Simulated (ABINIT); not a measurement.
**Cs2AgBiBr6 (Fm-3m): G0W0 with ABINIT, start to end**

How does a plane-wave GW calculation on Cs2AgBiBr6 (Fm-3m) run from the first input to the gap?

Method: PBE and many-body steps on it, plane waves, in ABINIT 10.8.3.

## 1. Starting point

The structure is cubic, space group Fm-3m (No. 225). Conventional cell: a = 11.232 Å, b = 11.232 Å, c = 11.232 Å, α = 90.00°, β = 90.00°, γ = 90.00°. Nearest to Cs lie 12 Br at 3.97 Å. Ag has 6 Br at 2.80 Å nearest. Bi has 6 Br at 2.81 Å nearest. Nearest to Br lie 1 Ag at 2.80 Å and 1 Bi at 2.81 Å and 4 Cs at 3.97 Å. Farther neighbours and most contacts between anions are not listed.

The cell and positions come from the Crystallography Open Database and are kept as given unless a step says otherwise. Spin-orbit coupling is left out unless a step names it.

## 2. Ground state

This step: ABINIT 10.8.3; DFT, PBE, plane waves, norm-conserving pseudopotentials.

The ground-state density comes first.

Contents of run.abi:

```
acell 3*1.0 Angstrom
rprim 
  0.000000000000 5.616100000000 5.616100000000
  5.616100000000 0.000000000000 5.616100000000
  5.616100000000 5.616100000000 0.000000000000
ntypat 4
znucl 55 47 83 35
natom 10
typat 1 1 2 3 4 4 4 4 4 4
xred 
  0.250000000000 0.250000000000 0.250000000000
  0.750000000000 0.750000000000 0.750000000000
  0.500000000000 0.500000000000 0.500000000000
  0.000000000000 0.000000000000 0.000000000000
  0.250550000000 0.749450000000 0.250550000000
  0.250550000000 0.749450000000 0.749450000000
  0.749450000000 0.250550000000 0.749450000000
  0.749450000000 0.250550000000 0.250550000000
  0.250550000000 0.250550000000 0.749450000000
  0.749450000000 0.749450000000 0.250550000000
pp_dirpath "pseudos"
pseudos "Cs.upf, Ag.upf, Bi.upf, Br.upf"
ecut 39
ngkpt 4 4 4
nshiftk 1
shiftk 0 0 0
kptopt 1
chksymbreak 0
nband 90
occopt 1
tolvrs 1e-08
nstep 60
prtwf 0
optforces 0
optstress 0
indata_prefix "in"
outdata_prefix "out"
tmpdata_prefix "tmp"
```

Launch:

```bash
> OMP_NUM_THREADS=1 mpirun -n 8 abinit run.abi > log
```

Numbers of over 12 decimals in the logs are rounded to 6 here.

Output:

```text
.Version 10.8.3 of ABINIT. v10.8.2 released Aug 2026.

 Symmetries : space group Fm -3 m (#225); Bravais cF (face-center cubic)
================================================================================
 Values of the parameters that define the memory need of the present run
     intxc =       0    ionmov =       0      iscf =       7    lmnmax =       8
     lnmax =       8     mgfft =      90  mpssoang =       4    mqgrid =    3446
     natom =      10  nloc_mem =       1    nspden =       1   nspinor =       1
    nsppol =       1      nsym =      48    n1xccc =    2501    ntypat =       4
    occopt =       1   xclevel =       2
-    mband =          90        mffmem =           1         mkmem =           1
       mpw =       27868          nfft =      729000          nkpt =           8
================================================================================
  Rough estimation (10% accuracy) of disk space for files :
================================================================================

--------------------------------------------------------------------------------
------------- Echo of variables that govern the present computation ------------
--------------------------------------------------------------------------------
 -outvars: echo values of preprocessed input variables --------
            acell      1.8897261259E+00  1.8897261259E+00  1.8897261259E+00 Bohr

      chksymbreak           0
             ecut      3.90000000E+01 Hartree
-          fftalg         312

              ixc     -101130
              kpt      0.00000000E+00  0.00000000E+00  0.00000000E+00
                       2.50000000E-01  0.00000000E+00  0.00000000E+00
                       5.00000000E-01  0.00000000E+00  0.00000000E+00
                       2.50000000E-01  2.50000000E-01  0.00000000E+00
                       5.00000000E-01  2.50000000E-01  0.00000000E+00
                      -2.50000000E-01  2.50000000E-01  0.00000000E+00
                       5.00000000E-01  5.00000000E-01  0.00000000E+00
                      -2.50000000E-01  5.00000000E-01  2.50000000E-01
         kptrlatt        4    0    0      0    4    0      0    0    4
          kptrlen      6.00355770E+01
P           mkmem           1
            natom          10
            nband          90
            ngfft          90      90      90
             nkpt           8
            nstep          60
             nsym          48
           ntypat           4
              occ      2.000000  2.000000  2.000000  2.000000  2.000000  2.000000
                       2.000000  2.000000  2.000000  2.000000  2.000000  2.000000
                       2.000000  2.000000  2.000000  2.000000  2.000000  2.000000
                       2.000000  2.000000  2.000000  2.000000  2.000000  2.000000
                       2.000000  2.000000  2.000000  2.000000  2.000000  2.000000
                       2.000000  2.000000  2.000000  2.000000  2.000000  2.000000
                       2.000000  2.000000  2.000000  2.000000  2.000000  2.000000
                       2.000000  2.000000  2.000000  2.000000  2.000000  2.000000
                       2.000000  2.000000  2.000000  2.000000  2.000000  2.000000
                       2.000000  2.000000  2.000000  2.000000  2.000000  2.000000
                       2.000000  2.000000  2.000000  2.000000  2.000000  2.000000
                       2.000000  2.000000  2.000000  2.000000  2.000000  2.000000
                       2.000000  2.000000  2.000000  2.000000  2.000000  2.000000
                       2.000000  2.000000  2.000000  0.000000  0.000000  0.000000
                       0.000000  0.000000  0.000000  0.000000  0.000000  0.000000
        optforces           0
        optstress           0
            prtwf           0
            rprim      0.0000000000E+00  5.6161000000E+00  5.6161000000E+00
                       5.6161000000E+00  0.0000000000E+00  5.6161000000E+00
                       5.6161000000E+00  5.6161000000E+00  0.0000000000E+00
          spgroup         225

           tolvrs      1.00000000E-08

             xred      2.5000000000E-01  2.5000000000E-01  2.5000000000E-01
                       7.5000000000E-01  7.5000000000E-01  7.5000000000E-01
[...]
znucl       55.00000   47.00000   83.00000   35.00000

================================================================================

 chkinp: Checking input parameters for consistency.

================================================================================
== DATASET  1 ==================================================================
-   mpi_nproc: 8, omp_nthreads: 1 (-1 if OMP is not activated)

--- !DatasetInfo
iteration_state: {dtset: 1, }
dimensions: {natom: 10, nkpt: 8, mband: 90, nsppol: 1, nspinor: 1, nspden: 1, mpw: 27868, }
cutoff_energies: {ecut:  39.0, pawecutdg:  -1.0, }
electrons: {nelect:   1.62000000E+02, charge:   0.00000000E+00, occopt:   1.00000000E+00, tsmear:   1.00000000E-02, }

 Real(R)+Recip(G) space primitive vectors, cartesian coordinates (Bohr,Bohr^-1):
 R(1)=  0.0000000 10.6128909 10.6128909  G(1)= -0.0471125  0.0471125  0.0471125
 R(2)= 10.6128909  0.0000000 10.6128909  G(2)=  0.0471125 -0.0471125  0.0471125
 R(3)= 10.6128909 10.6128909  0.0000000  G(3)=  0.0471125  0.0471125 -0.0471125
 Unit cell volume ucvol=  2.3907331E+03 bohr^3
[...]
tolerances: {tolvrs: 1.00E-08, }

     iter   Etot(hartree)      deltaE(h)  residm     vres2
 ETOT  1  -1231.1643212565    -1.231E+03 1.933E+00 1.208E+05
 ETOT  2  -1238.2780954177    -7.114E+00 1.402E-01 1.520E+05
 ETOT  3  -1245.3474777055    -7.069E+00 4.222E-02 2.910E+04
 ETOT  4  -1246.2011335255    -8.537E-01 1.091E-02 1.199E+04
 ETOT  5  -1246.5414673742    -3.403E-01 7.867E-03 3.885E+03
 ETOT  6  -1246.6669023030    -1.254E-01 1.143E-02 1.142E+03
 ETOT  7  -1246.6975294038    -3.063E-02 5.845E-03 3.797E+02
 ETOT  8  -1246.7137755802    -1.625E-02 2.829E-03 1.282E+01
 ETOT  9  -1246.7139384870    -1.629E-04 6.169E-04 6.419E+00
 ETOT 10  -1246.7142626770    -3.242E-04 3.809E-04 1.112E-02
 ETOT 11  -1246.7142634785    -8.015E-07 1.302E-03 3.107E-03
 ETOT 12  -1246.7142637969    -3.184E-07 1.760E-04 3.678E-05
 ETOT 13  -1246.7142638025    -5.667E-09 1.080E-03 2.123E-05
 ETOT 14  -1246.7142638045    -2.016E-09 4.323E-04 7.461E-06
 ETOT 15  -1246.7142638051    -5.166E-10 3.166E-03 3.174E-07
 ETOT 16  -1246.7142638053    -2.613E-10 1.050E-03 2.834E-09

 At SCF step   16       vres2   =  2.83E-09 < tolvrs=  1.00E-08 =>converged.

--- !ResultsGS
iteration_state: {dtset: 1, }
comment   : Summary of ground state results
lattice_vectors:
- [  0.0000000,  10.6128909,  10.6128909, ]
- [ 10.6128909,   0.0000000,  10.6128909, ]
- [ 10.6128909,  10.6128909,   0.0000000, ]
lattice_lengths: [  15.00889,   15.00889,   15.00889, ]
lattice_angles: [ 60.000,  60.000,  60.000, ] # degrees, (23, 13, 12)
lattice_volume:   2.3907331E+03
convergence: {deltae: -2.613E-10, res2:  2.834E-09, residm:  1.050E-03, diffor:  0.000E+00, }
etotal    :  -1.24671426E+03
entropy   :   0.00000000E+00
fermie    :   9.11579618E-02
cartesian_stress_tensor: null
pressure_GPa: null
xred      :
- [  2.5000E-01,   2.5000E-01,   2.5000E-01, Cs]
- [  7.5000E-01,   7.5000E-01,   7.5000E-01, Cs]
- [  5.0000E-01,   5.0000E-01,   5.0000E-01, Ag]
- [  0.0000E+00,   0.0000E+00,   0.0000E+00, Bi]
- [  2.5055E-01,   7.4945E-01,   2.5055E-01, Br]
- [  2.5055E-01,   7.4945E-01,   7.4945E-01, Br]
- [  7.4945E-01,   2.5055E-01,   7.4945E-01, Br]
- [  7.4945E-01,   2.5055E-01,   2.5055E-01, Br]
- [  2.5055E-01,   2.5055E-01,   7.4945E-01, Br]
- [  7.4945E-01,   7.4945E-01,   2.5055E-01, Br]
cartesian_forces: null
force_length_stats: {min: null, max: null, mean: null, }

 Integrated electronic density in atomic spheres:
 ------------------------------------------------
 Atom  Sphere_radius  Integrated_density
[...]
================================================================================

 ----iterations are completed or convergence reached----

 Mean square residual over all n,k,spin=   15.961E-07; max=  10.503E-04
 reduced coordinates (array xred) for   10 atoms
[...]
0.250550000000      0.749450000000      0.749450000000
       0.749450000000      0.250550000000      0.749450000000
       0.749450000000      0.250550000000      0.250550000000
       0.250550000000      0.250550000000      0.749450000000
       0.749450000000      0.749450000000      0.250550000000
 rms dE/dt=  0.0000E+00; max dE/dt=  0.0000E+00; dE/dt below (all hartree)
    1       0.000000000000      0.000000000000      0.000000000000
    2       0.000000000000      0.000000000000      0.000000000000
    3       0.000000000000      0.000000000000      0.000000000000
    4       0.000000000000      0.000000000000      0.000000000000
    5       0.000000000000      0.000000000000      0.000000000000
    6       0.000000000000      0.000000000000      0.000000000000
    7       0.000000000000      0.000000000000      0.000000000000
    8       0.000000000000      0.000000000000      0.000000000000
    9       0.000000000000      0.000000000000      0.000000000000
   10       0.000000000000      0.000000000000      0.000000000000

 cartesian coordinates (angstrom) at end:
[...]
6      8.417972     5.616100     5.616100
    7      5.616100     8.417972     5.616100
    8      2.814228     5.616100     5.616100
    9      5.616100     5.616100     2.814228
   10      5.616100     5.616100     8.417972
 length scales=  1.889726125908  1.889726125908  1.889726125908 bohr
              =  1.000000000000  1.000000000000  1.000000000000 angstroms
 prteigrs : about to open file out_EIG
 Fermi (or HOMO) energy (hartree) =   0.09116   Average Vxc (hartree)=  -0.31414
 Eigenvalues (hartree) for nkpt=   8  k points:
 kpt#   1, nband= 90, wtk=  0.01563, kpt=  0.0000  0.0000  0.0000 (reduced coord)
  -5.55801   -3.28275   -3.28275   -3.28275   -3.22982   -2.12363   -2.12363   -2.12363
  -2.12363   -2.12363   -2.12363   -2.12162   -2.12162   -2.12162   -2.12162   -2.12162
  -2.12162   -2.12162   -2.12162   -2.12162   -2.12161   -2.12161   -2.12161   -2.11602
  -2.11602   -2.11602   -2.11602   -2.11602   -2.11602   -2.11600   -2.11600   -2.11600
  -2.11600   -2.11600   -2.11600   -1.88906   -1.88906   -1.88906   -0.75840   -0.75840
  -0.75682   -0.75682   -0.75682   -0.67296   -0.67272   -0.45557   -0.43150   -0.43150
  -0.43150   -0.42368   -0.42368   -0.29267   -0.19143   -0.19143   -0.19143   -0.18906
  -0.18906   -0.18906   -0.06751   -0.06751   -0.06751   -0.04882   -0.04882   -0.03096
  -0.03096   -0.03096   -0.01906    0.01364    0.01364    0.01364    0.02326    0.02326
   0.02326    0.03065    0.03065    0.03065    0.04587    0.04587    0.04587    0.06570
   0.06570    0.17622    0.17622    0.17622    0.22417    0.25695    0.25695    0.27684
   0.28143    0.28929
 prteigrs : prtvol=0 or 1, do not print more k-points.

--- !EnergyTerms
iteration_state     : {dtset: 1, }
comment             : Components of total free energy in Hartree
kinetic             :  6.04228312570354E+02
hartree             :  4.61458966057927E+02
xc                  : -2.06393069611384E+02
Ewald energy        : -5.65610159930947E+02
psp_core            :  1.98967030325808E+01
local_psp           : -1.24192689188332E+03
non_local_psp       : -3.18368124040537E+02
total_energy        : -1.24671426380532E+03
total_energy_eV     : -3.39248233707805E+04
band_energy         : -1.94123150087499E+02

== END DATASET(S) ==============================================================
================================================================================

 -outvars: echo values of variables after computation  --------
           etotal     -1.2467142638E+03
            nband          90
             nkpt           8
          spgroup         225
 [... the other variables as echoed above ...]

 Calculation completed.
```

Elapsed: 5.4 min, on 8 MPI ranks of INTEL XEON PLATINUM 8581C at 2.30GHz (Emerald Rapids), shared host; peak memory 2.8 GiB; 43 min of CPU time.

This step gave:

```
total energy               : -33924.8234 eV
gap                        : 1.270 eV
k of the valence top       : 0.5, 0.5, 0
k of the conduction bottom : 0.5, 0, 0
least direct gap           : 2.469 eV
```

The gap is indirect, with the least direct gap 1.20 eV higher.

[end of part 1 of 3]

[Paths, hosts, dates, memory and timing lines, banners, echoed tables and standing remarks are left out of the program output.]

[Logs are printed without paths, hosts, clocks, repeated set-up lines and the standing remarks that a program may print on its own settings, such as how far it seeks lower states.]

[Runs of the session that timed out or met a known fault of the program may be left out.]

[Hosts, paths, dates, database ids (printed as entryN), source tags and the programs' standing remarks are cut or masked in the printed files.]

[G0W0 gaps are taken among the corrected bands and points alone; a level outside them can change the order at an edge.]

[Where Ansatz stands beside ABINIT at settings called matched, ABINIT's density can come from a denser mesh and the files from another edition; pairs whose starting gaps differed by over 0.03 eV were left out, so agreement reads better than it is.]
